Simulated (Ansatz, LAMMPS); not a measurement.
# Localised basis functions on glassy 21Sc2O3-79SiO2 (mol %) (116 atoms)

Wanted: errors and times of a linear-scaling basis for glassy 21Sc2O3-79SiO2 (mol %) (116 atoms). A setting counts as converged where the r.m.s. difference of forces stays under 1 % of the r.m.s. force.

Calculated with Ansatz 0.2.0; Kohn-Sham DFT, PBE, PAW (set soft_2), plane waves.

This is a report of a sequence of runs, with the program logs left out and the cost of each run kept.

### 1. Set-up

The cell holds 116 atoms: 14 Sc, 27 Si and 75 O. Its edges and angles: a = 11.664 Å, b = 11.664 Å, c = 11.664 Å, α = 90.0°, β = 90.0°, γ = 90.0°. 116 atoms (14 Sc, 27 Si, 75 O) placed at random at 2.6 g/cm³, melted at 4000 K for 10 ps at fixed volume with the Morse and Coulomb pair potential with partial charges (Pedone, Malavasi, Menziani, Cormack and Segre, J. Phys. Chem. B 110, 11780 (2006)). Quenched from 4000 K to 300 K at 100 K/ps and fixed volume, held 10 ps at zero pressure.

Before any run, some limits are plain. The quench rate of 100 K/ps is orders of magnitude faster than experiment, which tends to freeze in extra defects. The network of bonds at the start is that of the classical potential that made the cell, and needn't be the one that DFT or experiment would give. The Brillouin zone is sampled at Γ only, in a cell whose shortest periodic width is 12 Å.

### 2. Making the structure

A classical potential makes the cell, at a small fraction of what the same run would cost in DFT.

This step: classical MD, Morse and Coulomb pair potential with partial charges (Pedone, Malavasi, Menziani, Cormack and Segre, J. Phys. Chem. B 110, 11780 (2006)) (LAMMPS 22 Jul 2025 - Update 4).

in.lmp reads:

```
# melt-quench of Sc14Si27O75
units metal
atom_style charge
boundary p p p
region box block 0 11.8214 0 11.8214 0 11.8214
create_box 3 box
mass 1 44.9559   # Sc
mass 2 28.0850   # Si
mass 3 15.9990   # O
create_atoms 1 random 14 427465 NULL overlap 1.5 maxtry 2000
create_atoms 2 random 27 427472 NULL overlap 1.5 maxtry 2000
create_atoms 3 random 75 427479 NULL overlap 1.5 maxtry 2000
pair_style hybrid/overlay pedone 5.5 coul/long 8.0
pair_coeff * * coul/long
pair_coeff 1 3 pedone 0.000333 3.144445 3.200000 2.6   # Sc-O
pair_coeff 2 3 pedone 0.340554 2.006700 2.100000 1   # Si-O
pair_coeff 3 3 pedone 0.042395 1.379316 3.618701 22   # O-O
set type 1 charge 1.8
set type 2 charge 2.4
set type 3 charge -1.2
kspace_style pppm 1.0e-4
neigh_modify delay 0 every 1 check yes
thermo_style custom step time temp pe press density
thermo_modify norm yes
timestep 0.002
thermo 100
min_style cg
minimize 1e-4 1e-4 200 2000
reset_timestep 0
velocity all create 4000 427466 mom yes dist gaussian
fix lim all nve/limit 0.05
fix lan all langevin 4000 4000 0.2 427467 zero yes
thermo 500
run 1000 post no
# [... 7 lines left out ...]
fix md all nvt temp 4000 300 0.2
run 18500 post no
unfix md
thermo 1666
fix md all npt temp 300 300 0.2 iso 0 0 2
run 5000 post no
unfix md
write_dump all custom glass.dump id type xs ys zs modify sort id
```

The run is started by

```
> lmp -in in.lmp -log none -nocite
```

The job ended after 13 s (1 thread of Arm Neoverse V2, shared host; peak memory 0.07 GiB).

### 3. Plane-wave single point

This run is the reference for what follows, at a cutoff of 420 eV.

input.yaml reads:

```yaml
crystal:
  lattice:
    - [11.66358, 0.0, 0.0]
    - [0.0, 11.66358, 0.0]
    - [0.0, 0.0, 11.66358]
  atoms:
    - { symbol: Sc, position: [0.77454, 0.2281, 0.57273] }
    - { symbol: Sc, position: [0.15878, 0.73542, 0.86739] }
    - { symbol: Sc, position: [0.34621, 0.71337, 0.14219] }
    - { symbol: Sc, position: [0.70342, 0.20679, 0.1007] }
    - { symbol: Sc, position: [0.55224, 0.39168, 0.54635] }
    - { symbol: Sc, position: [0.46065, 0.65233, 0.46404] }
    - { symbol: Sc, position: [0.54018, 0.11588, 0.64022] }
    - { symbol: Sc, position: [0.13785, 0.9652, 0.31126] }
    - { symbol: Sc, position: [0.91828, 0.30365, 0.32567] }
    - { symbol: Sc, position: [0.92764, 0.89543, 0.47762] }
    - { symbol: Sc, position: [0.14679, 0.47742, 0.06236] }
    - { symbol: Sc, position: [0.25792, 0.5771, 0.62221] }
    - { symbol: Sc, position: [0.97148, 0.95225, 0.93031] }
    - { symbol: Sc, position: [0.65179, 0.13568, 0.35135] }
    - { symbol: Si, position: [0.2494, 0.01327, 0.93183] }
    - { symbol: Si, position: [0.60216, 0.85814, 0.50894] }
    - { symbol: Si, position: [0.46452, 0.29967, 0.18787] }
    - { symbol: Si, position: [0.94684, 0.66804, 0.00534] }
    - { symbol: Si, position: [0.77772, 0.45906, 0.95138] }
    - { symbol: Si, position: [0.25566, 0.05518, 0.66418] }
    - { symbol: Si, position: [0.4663, 0.26307, 0.81375] }
    - { symbol: Si, position: [0.62054, 0.69204, 0.7217] }
    - { symbol: Si, position: [0.41967, 0.92679, 0.33459] }
    - { symbol: Si, position: [0.2202, 0.1917, 0.13112] }
    - { symbol: Si, position: [0.39214, 0.66194, 0.86852] }
    - { symbol: Si, position: [0.69943, 0.52581, 0.31466] }
    - { symbol: Si, position: [0.20788, 0.34638, 0.79918] }
    - { symbol: Si, position: [0.76848, 0.77731, 0.33075] }
    - { symbol: Si, position: [0.77555, 0.48189, 0.69582] }
    - { symbol: Si, position: [0.6386, 0.69985, 0.11881] }
    - { symbol: Si, position: [0.09394, 0.51428, 0.42438] }
    - { symbol: Si, position: [0.03145, 0.15838, 0.69762] }
    - { symbol: Si, position: [0.32738, 0.5026, 0.28386] }
    - { symbol: Si, position: [0.70895, 0.8496, 0.89588] }
    - { symbol: Si, position: [0.52405, 0.46026, 0.96936] }
    - { symbol: Si, position: [0.51137, 0.02998, 0.93856] }
    - { symbol: Si, position: [0.00958, 0.71913, 0.26036] }
    - { symbol: Si, position: [0.89447, 0.05916, 0.20837] }
    - { symbol: Si, position: [0.98889, 0.64527, 0.63484] }
    - { symbol: Si, position: [0.23755, 0.84919, 0.51031] }
    - { symbol: Si, position: [0.82057, 0.02621, 0.73763] }
    - { symbol: O, position: [0.27046, 0.54879, 0.15987] }
    - { symbol: O, position: [0.04831, 0.61093, 0.33515] }
    - { symbol: O, position: [0.08084, 0.63309, 0.9878] }
    - { symbol: O, position: [0.31213, 0.72491, 0.96681] }
    - { symbol: O, position: [0.59299, 0.49744, 0.40152] }
    - { symbol: O, position: [0.89896, 0.54798, 0.67287] }
    - { symbol: O, position: [0.09166, 0.57873, 0.5485] }
    - { symbol: O, position: [0.49144, 0.39523, 0.08949] }
    - { symbol: O, position: [0.67795, 0.57518, 0.7043] }
    - { symbol: O, position: [0.21116, 0.11363, 0.01574] }
    - { symbol: O, position: [0.59046, 0.92412, 0.90423] }
    - { symbol: O, position: [0.93144, 0.7321, 0.55343] }
    - { symbol: O, position: [0.25306, 0.04376, 0.79709] }
    - { symbol: O, position: [0.22128, 0.41964, 0.6899] }
    - { symbol: O, position: [0.94006, 0.99213, 0.09748] }
    - { symbol: O, position: [0.70534, 0.77986, 0.7748] }
    - { symbol: O, position: [0.58836, 0.74389, 0.58713] }
    - { symbol: O, position: [0.5063, 0.69736, 0.79952] }
    - { symbol: O, position: [0.29959, 0.92444, 0.40467] }
    - { symbol: O, position: [0.72708, 0.11557, 0.70467] }
    - { symbol: O, position: [0.36333, 0.21408, 0.14225] }
    - { symbol: O, position: [0.02743, 0.40068, 0.41316] }
    - { symbol: O, position: [0.05146, 0.70037, 0.73688] }
    - { symbol: O, position: [0.67518, 0.58093, 0.18546] }
    - { symbol: O, position: [0.33137, 0.28903, 0.83487] }
    - { symbol: O, position: [0.1458, 0.91597, 0.93049] }
    - { symbol: O, position: [0.60577, 0.22168, 0.49873] }
    - { symbol: O, position: [0.16673, 0.3187, 0.12571] }
    - { symbol: O, position: [0.74792, 0.64692, 0.37045] }
    - { symbol: O, position: [0.12241, 0.80276, 0.23877] }
    - { symbol: O, position: [0.10481, 0.24954, 0.77642] }
    - { symbol: O, position: [0.39681, 0.62117, 0.30475] }
    - { symbol: O, position: [0.96592, 0.01061, 0.32153] }
    - { symbol: O, position: [0.75019, 0.06295, 0.21963] }
    - { symbol: O, position: [0.58438, 0.96279, 0.58911] }
    - { symbol: O, position: [0.58368, 0.25678, 0.22711] }
    - { symbol: O, position: [0.81828, 0.19048, 0.4078] }
    [... 32 atom lines left out ...]
    - { symbol: O, position: [0.87209, 0.5555, 0.98124] }
    - { symbol: O, position: [0.22907, 0.49743, 0.3798] }
    - { symbol: O, position: [0.9326, 0.21127, 0.63122] }
    - { symbol: O, position: [0.95672, 0.07058, 0.79492] }
    - { symbol: O, position: [0.38252, 0.98745, 0.96491] }
    - { symbol: O, position: [0.39492, 0.87664, 0.21693] }
kpoints:
  mp_grid: { grid: [1, 1, 1] }
hamiltonian:
  xc: pbe
scf:
  occupations: { method: fixed }
output:
  forces: true
  stress: true
  populations: true
  dos:
    method: { smearing: { sigma: 0.15 } }
    de: 0.1
    projected: { site_lists: { O: [O], Sc: [Sc], Si: [Si] } }
  eigenvalues: true
  write_density: true
  write_potential: true
  volumetric_format: npy
  elf: true
```

The run is started by

```
> ansatz run input.yaml --threads 8 --pin off --max-ram 15872MiB --backend cpu --events-out ev --progress --plain --runs-dir out
```

Wall time 19 s (8 threads of Arm Neoverse V2, shared host); peak memory 2.3 GiB; 2.3 min of CPU time.

The program notes that the exchange-correlation potential is rough where the density is thin.

Read from the output:

- free energy: -89767.1883 eV
- free energy per atom: -773.8551 eV/atom
- SCF cycles: 10
- pressure: 3.93 GPa
- r.m.s. force component: 1.347 eV/Å
- longest force: 5.541 eV/Å
- Fermi energy: 4.295 eV
- gap (highest filled to lowest empty level): 2.979 eV
- spilling of the projection: 0.009749

The r.m.s. force component of 1.3 eV/Å sets the scale for the differences below.

### 4. Support functions low

With localised support functions most steps grow linearly with size, though the diagonalisation grows faster unless the density matrix is cut; this run measures error and cost at this size.

This step: Kohn-Sham DFT, PBE, PAW (set soft_2), localised support functions (low) (Ansatz 0.2.0).

input.yaml, the sections that differ from step 3:

```yaml
scf:
  occupations: { method: fixed }
  eigensolver: { kind: { support_functions: { accuracy: low } } }
  max_iter: 150
output:
  forces: true
  eigenvalues: true
# crystal, kpoints, hamiltonian: as in step 3
```

Wall time 1.8 min (8 threads); peak memory 5.4 GiB.

The program notes that the band table was not solved further than the SCF left it and it switched symmetry off.

Keys that differ from the reference: support_functions.accuracy = "low" and scf.max_iter = 150.

Forces differ from the reference by 0.66 meV/Å r.m.s., 0.049 % of their size, well within a tolerance of 1 %; the energy by -4.8 meV/atom. It took roughly 5.7 times the reference's time (one timing each, with unlike analyses asked), in 16 cycles against 10.

### 5. Support functions medium

With localised support functions most steps grow linearly with size, though the diagonalisation grows faster unless the density matrix is cut; this run measures error and cost at this size. Besides, the program derives a nominal cutoff of 464 eV for this run, against the reference's 420.

This step: Kohn-Sham DFT, PBE, PAW (set soft_2), localised support functions (medium) (Ansatz 0.2.0).

input.yaml, the sections that differ from step 4:

```yaml
scf:
  occupations: { method: fixed }
  eigensolver: { kind: { support_functions: { accuracy: medium } } }
  max_iter: 150
# crystal, kpoints, hamiltonian, output: as in step 4
```

The job ended after 2 min (8 threads; peak memory 5.4 GiB; 15 min of CPU time).

Keys that differ from the reference: support_functions.accuracy = "medium" and scf.max_iter = 150.

Forces differ from the reference by 0.60 meV/Å r.m.s., 0.044 % of their size, well within a tolerance of 1 %; the energy by -4.8 meV/atom. It took roughly 6.3 times the reference's time (one timing each, with unlike analyses asked), in 18 cycles against 10.

### 6. Support functions medium, spacing 0.33 Å

The grid spacing sets how fine a wave the support functions can hold. Besides, the program derives a nominal cutoff of 464 eV for this run, against the reference's 420.

input.yaml, the sections that differ from step 5:

```yaml
scf:
  occupations: { method: fixed }
  eigensolver: { kind: { support_functions: { accuracy: medium, spacing: 0.33 } } }
  max_iter: 150
# crystal, kpoints, hamiltonian, output: as in step 5
```

Wall time 50 s (8 threads); peak memory 2.6 GiB.

The program notes that the forces don't sum to zero within tolerance and the grid leaves an egg-box force.

Forces differ from the reference by 77 meV/Å r.m.s., 5.7 % of their size, far over a tolerance of 1 %; the energy by +52 meV/atom and the gap by +0.0079 eV. It took roughly 2.7 times the reference's time (one timing each, with unlike analyses asked), in 18 cycles against 10. The setting is coarser than the default on purpose.

### 7. Support functions medium, spacing 0.275 Å

input.yaml, the sections that differ from step 6:

```yaml
scf:
  occupations: { method: fixed }
  eigensolver: { kind: { support_functions: { accuracy: medium, spacing: 0.275 } } }
  max_iter: 150
# crystal, kpoints, hamiltonian, output: as in step 6
```

The job ended after 65 s (8 threads; peak memory 3.2 GiB; 8.3 min of CPU time).

Forces differ from the reference by 6.3 meV/Å r.m.s., 0.47 % of their size, within a tolerance of 1 %; the energy by -9.3 meV/atom. It took roughly 3.4 times the reference's time (one timing each, with unlike analyses asked), in 18 cycles against 10. The setting is coarser than the default on purpose.

### 8. Support functions medium, spacing 0.238 Å

input.yaml, the sections that differ from step 7:

```yaml
scf:
  occupations: { method: fixed }
  eigensolver: { kind: { support_functions: { accuracy: medium, spacing: 0.238 } } }
  max_iter: 150
# crystal, kpoints, hamiltonian, output: as in step 7
```

Elapsed: 72 s, on 8 threads; peak memory 3.6 GiB; 9.3 min of CPU time.

Forces differ from the reference by 1.4 meV/Å r.m.s., 0.10 % of their size, well within a tolerance of 1 %; the energy by -6.3 meV/atom. It took roughly 3.8 times the reference's time (one timing each, with unlike analyses asked), in 18 cycles against 10. The setting is coarser than the default on purpose.

### 9. Support functions medium, spacing 0.211 Å

input.yaml, the sections that differ from step 8:

```yaml
scf:
  occupations: { method: fixed }
  eigensolver: { kind: { support_functions: { accuracy: medium, spacing: 0.211 } } }
  max_iter: 150
# crystal, kpoints, hamiltonian, output: as in step 8
```

Elapsed: 85 s, on 8 threads; peak memory 4.2 GiB.

Keys that differ from the reference: support_functions.accuracy = "medium", support_functions.spacing = 0.211 and scf.max_iter = 150.

Forces differ from the reference by 0.61 meV/Å r.m.s., 0.045 % of their size, well within a tolerance of 1 %; the energy by -4.8 meV/atom. It took roughly 4.5 times the reference's time (one timing each, with unlike analyses asked), in 18 cycles against 10.

### 10. A changed input

A doubtful change is made on purpose, to see how the program answers.

input.yaml, the sections that differ from step 9:

```yaml
scf:
  occupations: { method: fixed }
  eigensolver: { kind: { support_functions: { accuracy: medium, radius: 2.0 } } }
  max_iter: 50
output:
  forces: true
# crystal, kpoints, hamiltonian: as in step 9
```

Elapsed: 3 s, on 8 threads; peak memory 0.38 GiB.

The program refuses radii under 3.49 Å for these atoms at this level.

### 11. All settings compared

Differences are against the plane-wave reference (Kohn-Sham DFT, PBE, PAW (set soft_2), plane waves), whose r.m.s. force component is 1.35 eV/Å. Energies are set beside the reference only for runs with its functional, potentials and electron count. Times are for 8 threads of Arm Neoverse V2, shared host. The reference's time includes the DOS, ELF, the stress and grids, which some other runs skip.

```csv
run,"Δ force, r.m.s. (meV/Å)",share of r.m.s. force (%),Δ energy (meV/atom),Δ gap (eV),cycles,time,host memory (GiB)
reference,-,-,-,-,10,19 s,2.3
support functions low,0.659,0.0489,-4.78,0,16,1.8 min,5.4
support functions medium,0.597,0.0444,-4.78,-1.0e-4,18,2 min,5.4
"support functions medium, spacing 0.33 Å",76.7,5.69,52.5,0.0079,18,50 s,2.6
"support functions medium, spacing 0.275 Å",6.27,0.466,-9.31,2.0e-4,18,65 s,3.2
"support functions medium, spacing 0.238 Å",1.37,0.102,-6.26,0,18,72 s,3.6
"support functions medium, spacing 0.211 Å",0.613,0.0455,-4.82,-2.0e-4,18,85 s,4.2
```

(Continued in part 2 of 2.)

[Long decimals in the printed logs are rounded to 6 places.]

[Logs are printed without paths, hosts, clocks, repeated set-up lines and the standing remarks that a program may print on its own settings, such as how far it seeks lower states.]

[Hosts, paths, dates, database ids (printed as entryN), source tags and the programs' standing remarks are cut or masked in the printed files.]
